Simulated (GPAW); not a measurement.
# MgB2: optical spectrum from first principles

Aim: the dielectric function of MgB2, and the optical constants that follow from it.

Method: DFT, PBE, plane-wave PAW (GPAW data sets), scalar-relativistic, RPA, optical limit, in GPAW 26.7.0.

## (1) The starting structure

Symmetry: P6/mmm, No. 191, hexagonal system. The conventional cell has a = 3.085 Å, b = 3.085 Å, c = 3.523 Å, α = 90.00°, β = 90.00°, γ = 120.00°. Mg has 12 B at 2.51 Å nearest. Nearest to B lie 3 B at 1.78 Å and 6 Mg at 2.51 Å. Farther neighbours are not listed.

As a file:

```xyz
3
Lattice="3.0850 0.0000 0.0000 -1.5425 2.6717 0.0000 0.0000 0.0000 3.5230" Properties=species:S:1:pos:R:3 pbc="T T T"
Mg    0.0000    0.0000    0.0000
B     1.5425    0.8906    1.7615
B     0.0000    1.7811    1.7615
```

## (2) Bands for the response

The response needs many more empty bands than the density does.

This step: DFT, PBE, plane-wave PAW (GPAW data sets), scalar-relativistic, bands at fixed density (GPAW 26.7.0).

Input file nscf.py:

```python
from ase.dft.bandgap import bandgap
from gpaw import GPAW, FermiDirac

calc = GPAW('gs.gpw').fixed_density(kpts={'size': (18, 18, 12), 'gamma': True}, nbands=38, convergence={'bands': 32},
                                    occupations=FermiDirac(0.05), txt='nscf.txt')
print('gap (eV)', bandgap(calc, output=None)[0])
print('direct gap (eV)', bandgap(calc, direct=True, output=None)[0])
print('top band over the Fermi level (eV)', min(calc.get_eigenvalues(kpt=k)[31] for k in range(len(calc.get_ibz_k_points()))) - calc.get_fermi_level())
calc.write('full.gpw', mode='all')
```

On the command line:

```bash
$ OMP_NUM_THREADS=1 python nscf.py
```

Numbers of over 12 decimals in the logs are rounded to 6 here.

Log:

```text
Diagonalizing LCAO Hamiltonian
Converting LCAO to pw mode
convergence criteria:
- Maximum integral of absolute [eigenst]ate change: 4e-08 eV^2 / valence electron
maximum number of iterations: 150

SCF iterations
|iter     |      energy | eigst |  dens |
|iter:   1||             | +3.34 |       |
|iter:   2||             | +1.84 |       |
|iter:   3||             | +0.55 |       |
|iter:   4||             | -0.38 |       |
|iter:   5||             | -1.27 |       |
|iter:   6||             | -2.09 |       |
|iter:   7||             | -2.93 |       |
|iter:   8||             | -3.45 |       |
|iter:   9||             | -4.11 |       |
|iter:  10||             | -4.78 |       |
|iter:  11||             | -5.43 |       |
|iter:  12||             | -6.00 |       |
|iter:  13||             | -6.52 |       |
|iter:  14||             | -7.06 |       |
|iter:  15||             | -7.55c|       |
SCF steps: 15
  __  _  _
 | _ |_)|_||  |
 |__||  | ||/\| - 26.7.0

Versions:
  Python: 3.12.14
  ASE:    3.29.0
  Numpy:  2.5.5
  Scipy:  1.18.1
  Libxc:  7.0.0

Input parameters:
  mode=PW(ecut=500.0),
  convergence={'bands': 32},
  gpts=array([16, 16, 20]),
  kpts=MonkhorstPack(size=(18, 18, 12), gamma=True),
  maxiter=150,
  nbands=38,
  occupations=Occupations(name='fermi-dirac', width=0.05, fixmagmom=False),
  parallel={},
  xc=XC(name='PBE')

--- standard output ---
gap (eV) 0.0
direct gap (eV) 0.0
top band over the Fermi level (eV) 38.412339
```

It took 2.4 min on 1 thread of Intel Xeon at 2.70GHz, shared host; peak memory 0.3 GiB.

## (3) Dielectric function, RPA

Transitions between filled and empty bands, summed over the zone, give the optical response, so mesh, band count and broadening shape it.

The induced potential is part of this response.

This step: DFT, PBE, plane-wave PAW (GPAW data sets), scalar-relativistic, RPA, optical limit (GPAW 26.7.0).

Input file df.py:

```python
from gpaw.response.df import DielectricFunction

df = DielectricFunction('full.gpw', frequencies={'type': 'nonlinear', 'domega0': 0.03, 'omega2': 8},
                        ecut=50,
                        eta=0.15,
                        nbands=32,
                        rate=0.05,
                        txt='df.txt')
for direction in ['x', 'z']:
    df.get_dielectric_function(xc='RPA', direction=direction, filename=f'df_{direction}.csv')
```

On the command line:

```bash
$ OMP_NUM_THREADS=1 python df.py
```

Log:

```text
Using integrator: PointIntegrator
NonLinearFrequencyDescriptor(from 0.000 to 122.319 eV, 557 points)
Nonperiodic BCs:  [False False False]
Using integrator: PointIntegrator
NonLinearFrequencyDescriptor(from 0.000 to 122.319 eV, 557 points)
Nonperiodic BCs:  [False False False]
Using integrator: PointIntegrator

Calculating chi0 body with:
    Ground state adapter containing:
    Number of spins: 1
    Number of kpoints: 3888
    Number of irreducible kpoints: 259
    Number of completely occupied states: 6
    Number of partially occupied states: 9

    Linear response parametrization:
    q_c: [0.0, 0.0, 0.0]
    Number of frequency points: 557
    Planewave cutoff: 50.0
    Number of bands: 32
    Number of planewaves: 23
    Broadening (eta): 0.15

Integrating chi0 body.

Symmetries of q_c:
    Direct symmetries (Uq -> q): 24
    Indirect symmetries (TUq -> q): 0
In total 24 allowed symmetries.

259 groups of equivalent kpoints. 93.338477% reduction.

Integral kind: spectral function

Calculating chi0 optical extensions with:
    Ground state adapter containing:
    Number of spins: 1
    Number of kpoints: 3888
    Number of irreducible kpoints: 259
    Number of completely occupied states: 6
    Number of partially occupied states: 9

    Linear response parametrization:
    Number of frequency points: 557
    Planewave cutoff: 50.0
    Number of bands: 32
    Number of planewaves: 23
    Broadening (eta): 0.15
Integrating chi0 head and wings.

Symmetries of q_c:
    Direct symmetries (Uq -> q): 24
    Indirect symmetries (TUq -> q): 0
In total 24 allowed symmetries.

259 groups of equivalent kpoints. 93.338477% reduction.

Integral kind: spectral function wings

Calculating drude chi0 with:
    Number of frequency points:557
    Plasma frequency decay rate: 0.05 eV

    Ground state adapter containing:
    Number of spins: 1
    Number of kpoints: 3888
    Number of irreducible kpoints: 259
    Number of completely occupied states: 6
    Number of partially occupied states: 9

Symmetries of q_c:
    Direct symmetries (Uq -> q): 24
    Indirect symmetries (TUq -> q): 0
In total 24 allowed symmetries.

259 groups of equivalent kpoints. 93.338477% reduction.

Integral kind: intraband
Plasma frequency:
[[7.15-0.j 0.  -0.j 0.  +0.j]
 [0.  -0.j 7.15-0.j 0.  +0.j]
 [0.  +0.j 0.  +0.j 6.88-0.j]]
```

Elapsed: 27 s, on 1 thread; peak memory 0.23 GiB.

Some rows of df_x.csv (energy; Re and Im without local fields; Re and Im with them):

```text
0.000000, 20496.975734, -0.000000, 20496.121494, -0.000000
0.460735, -225.391961, 65.106228, -225.410194, 64.706525
0.943989, -47.390325, 9.703594, -47.573976, 9.646352
1.451455, -16.009354, 6.815320, -16.254148, 6.735490
1.984998, -2.167823, 5.502913, -2.527458, 5.337808
2.546682, -4.860678, 7.572736, -4.962745, 7.361945
3.138794, -2.800774, 4.035730, -2.894013, 3.896450
3.763875, -0.148561, 2.950229, -0.247952, 2.803157
4.424758, 2.994898, 2.274158, 2.777569, 2.086180
5.124608, 5.175012, 3.977801, 4.961855, 3.521601
5.866977, 5.183011, 4.112597, 5.113111, 3.860648
6.655862, 7.331832, 11.103524, 7.476397, 10.440637
7.495775, -2.397575, 12.708264, -1.839507, 12.494078
8.391833, -2.830160, 6.067173, -2.540694, 6.043136
9.349861, -3.236494, 3.228642, -3.117134, 3.270381
10.376517, -2.350471, 2.761073, -2.268377, 2.853522
11.479449, -2.174529, 1.661045, -2.130171, 1.689395
12.667487, -1.215330, 1.293441, -1.172631, 1.318181
13.950874, -1.051645, 0.814173, -1.015607, 0.838785
```

The Im ε has structure finer than the step of the table below, so its rows give means over 0.5 eV, whole bins alone (the curve runs from 0.305 to 14.0 eV). Peaks (eV: height): E ∥ x 2.21: 10.4, 7.44: 12.7; E ∥ z 4.61: 18.8, 5.71: 19.1, 8.09: 4.99.

Sum at mesh points, not converged in k. Im ε against photon energy; means over each step:

```
photon energy (eV)  E ∥ x  E ∥ z
               1.0   10.6   5.41
               1.5   6.29   1.56
               2.0   6.52  0.736
               2.5   7.75  0.537
               3.0   4.76  0.561
               3.5   2.97  0.831
               4.0   1.94   2.41
               4.5   2.05   12.6
               5.0   3.17   6.18
               5.5   4.05   12.3
               6.0   4.14   10.4
               6.5   8.46   4.65
               7.0   12.3   2.43
               7.5   11.8   2.54
               8.0   7.44   4.42
               8.5   6.33   2.88
               9.0   4.68   2.22
               9.5   3.08   1.76
              10.0   2.87   1.82
              10.5   2.77   2.17
              11.0   2.52   2.88
              11.5   1.70   2.46
              12.0   1.40   1.87
              12.5   1.28   1.55
              13.0   1.40   1.64
              13.5  0.995   1.75
```

Values under 1 per cm are given as 1; sum at mesh points, not converged in k. Absorption coefficient against photon energy:

```
photon energy (eV)  E ∥ x (1/cm)  E ∥ z (1/cm)
               0.5         7.1e5         6.8e5
               1.0         6.5e5         6.5e5
               1.5         6.0e5         5.9e5
               2.0         4.1e5         4.8e5
               2.5         6.8e5         2.5e5
               3.0         6.6e5         57302
               3.5         4.8e5         63576
               4.0         3.3e5         1.4e5
               4.5         2.7e5         8.3e5
               5.0         3.5e5         7.0e5
               5.5         4.7e5         9.6e5
               6.0         4.5e5         1.7e6
               6.5         8.6e5         1.5e6
               7.0         1.6e6         1.2e6
               7.5         2.0e6         8.6e5
               8.0         2.0e6         1.2e6
               8.5         1.9e6         1.3e6
               9.0         2.1e6         1.3e6
               9.5         1.9e6         1.0e6
              10.0         1.7e6         9.4e5
              10.5         1.8e6         9.7e5
              11.0         1.9e6         1.4e6
              11.5         1.8e6         1.4e6
              12.0         1.7e6         1.5e6
              12.5         1.6e6         1.2e6
              13.0         1.7e6         1.3e6
              13.5         1.6e6         1.3e6
```

Sum at mesh points, not converged in k. Table of reflectivity at normal incidence by photon energy; read off at these points:

```
photon energy (eV)  E ∥ x (%)  E ∥ z (%)
             0.500       96.4       97.0
             0.750       96.0       96.9
             1.000       93.4       96.6
             1.250       89.3       96.2
             1.500       81.9       95.4
             1.750       79.3       94.1
             2.000       43.8       91.4
             2.250       51.8       84.5
             2.500       55.2       58.4
             2.585       56.0       35.6
             2.750       51.9       2.81
             3.000       49.6       4.16
             3.250       43.4       9.36
             3.500       32.2       14.4
             3.750       25.4       19.4
             4.000       11.9       25.1
             4.250       9.10       32.2
             4.500       12.1       43.2
             4.700       13.9       51.7
             4.750       14.8       50.9
             5.000       18.3       26.2
             5.250       22.1       26.8
             5.500       20.4       38.9
             5.750       21.3       55.9
             6.000       22.3       55.4
             6.250       28.6       59.2
             6.334       30.4       59.8
             6.500       33.3       56.6
             6.750       38.9       55.2
             7.000       42.0       54.1
             7.250       44.4       33.6
             7.500       49.3       22.3
             7.750       52.4       21.7
             7.966       53.1       28.7
             8.000       52.9       30.1
             8.250       48.0       42.7
             8.500       45.4       41.8
             8.750       51.4       34.5
             9.000       59.1       38.1
             9.088       59.7       38.8
             9.250       56.2       32.7
             9.500       53.0       24.4
             9.750       50.6       22.2
            10.000       44.0       18.0
            10.250       45.3       16.9
            10.500       46.7       15.4
            10.750       47.6       18.3
            11.000       45.9       25.0
            11.250       55.3       28.3
            11.328       56.3       27.4
            11.500       54.8       25.8
            11.750       53.4       30.7
            12.000       51.1       35.1
            12.250       50.7       28.3
            12.500       46.0       23.3
            12.750       42.2       22.4
            13.000       43.4       21.9
            13.250       49.4       21.8
            13.500       53.3       20.4
            13.750       51.1       23.7
```

The loss function −Im 1/ε at q → 0 has structure finer than the step of the table below, so its rows give means over 0.5 eV, whole bins alone (the curve runs from 0.305 to 14.0 eV). Peaks (eV: height): E ∥ x 1.99: 0.153, 3.94: 0.505, 12.75: 0.432; E ∥ z 2.62: 1.87, 7.32: 0.446, 9.82: 0.585, 12.75: 0.646.

Sum at mesh points, not converged in k. Loss function −Im 1/ε at q → 0 against energy loss; means over each step:

```
energy loss (eV)    E ∥ x    E ∥ z
             1.0  0.00618  0.00282
             1.5   0.0230  0.00677
             2.0    0.102   0.0269
             2.5   0.0962    0.703
             3.0    0.152    0.181
             3.5    0.306   0.0353
             4.0    0.394   0.0274
             4.5    0.159   0.0448
             5.0    0.102    0.138
             5.5    0.111   0.0611
             6.0   0.0784   0.0763
             6.5   0.0626    0.118
             7.0   0.0745    0.231
             7.5   0.0810    0.387
             8.0    0.107    0.220
             8.5    0.132    0.270
             9.0    0.116    0.360
             9.5    0.168    0.534
            10.0    0.226    0.547
            10.5    0.223    0.444
            11.0    0.226    0.341
            11.5    0.229    0.388
            12.0    0.298    0.453
            12.5    0.389    0.613
            13.0    0.395    0.602
            13.5    0.380    0.569
```

Sum at mesh points, not converged in k. Table of Im ε, E ∥ x by photon energy; read off at these points:

```
photon energy (eV)  without local fields  with local fields
              0.50                  52.5               52.2
              1.00                  9.46               9.40
              1.50                  7.10               7.01
              2.00                  5.86               5.68
              2.21                  10.7               10.4
              2.50                  8.10               7.87
              3.00                  5.27               5.09
              3.50                  2.84               2.71
              4.00                  1.85               1.75
              4.50                  2.31               2.12
              5.00                  3.43               3.07
              5.50                  4.14               3.83
              6.00                  4.07               3.78
              6.50                  8.76               8.23
              7.00                  12.7               12.4
              7.44                  12.9               12.7
              7.50                  12.7               12.5
              8.00                  7.24               7.24
              8.50                  6.35               6.34
              9.00                  4.38               4.51
              9.50                  3.15               3.20
             10.00                  2.82               2.87
             10.50                  2.64               2.71
             11.00                  2.61               2.67
             11.50                  1.64               1.67
             12.00                  1.35               1.40
             12.50                  1.24               1.27
             13.00                  1.41               1.44
             13.50                 0.943              0.963
```

Optical constants at common wavelengths, from n + ik = √ε:

```
wavelength (nm)   n x    k x  R (%) x  1/α x   n z    k z  R (%) z   1/α z
            800  0.88  3.900     81.2  16 nm  0.18  3.715     95.2   17 nm
            633  1.15  2.131     49.9  24 nm  0.15  2.489     92.0   20 nm
            532  1.70  2.742     54.1  15 nm  0.18  1.504     79.9   28 nm
            450  1.22  2.276     51.7  16 nm  0.91  0.291      2.6  123 nm
            308  1.18  0.723     10.5  34 nm  3.01  0.366     25.8   67 nm
            248  2.24  0.687     18.3  29 nm  1.83  1.380     26.2   14 nm
            193  3.07  1.215     31.9  13 nm  1.00  2.371     58.5  6.5 nm
```

In reflection the computed colour is yellow-green: x = 0.363, y = 0.411, luminous reflectivity 65 %.

## (4) Summary of results

At this level (PBE, RPA) MgB2 is a metal. The mesh is too coarse to trust the carriers' weight, the reflectivity or the colour to better than tens of per cent. In reflection the computed colour is yellow-green: x = 0.363, y = 0.411, luminous reflectivity 65 %. The carriers' damping of 0.05 eV is typed, not computed; it shapes the response at the lowest energies. GPAW's carrier term has the form −ωp²/(ω + i·rate)², which damps like twice the rate and fails at low energy, so the curves leave the lowest energies out. The sum runs over mesh points 0.15 Å⁻¹ apart with no interpolation, so peaks are partly noise of the mesh, and the Drude plasma energy, a sum over the Fermi surface, isn't converged.

[Machine, clock and banner lines and Python warnings are left out of the logs.]

[Logs are printed without paths, hosts, clocks, repeated set-up lines and the standing remarks that a program may print on its own settings, such as how far it seeks lower states.]

[Hosts, paths, dates, database ids (printed as entryN), source tags and the programs' standing remarks are cut or masked in the printed files.]
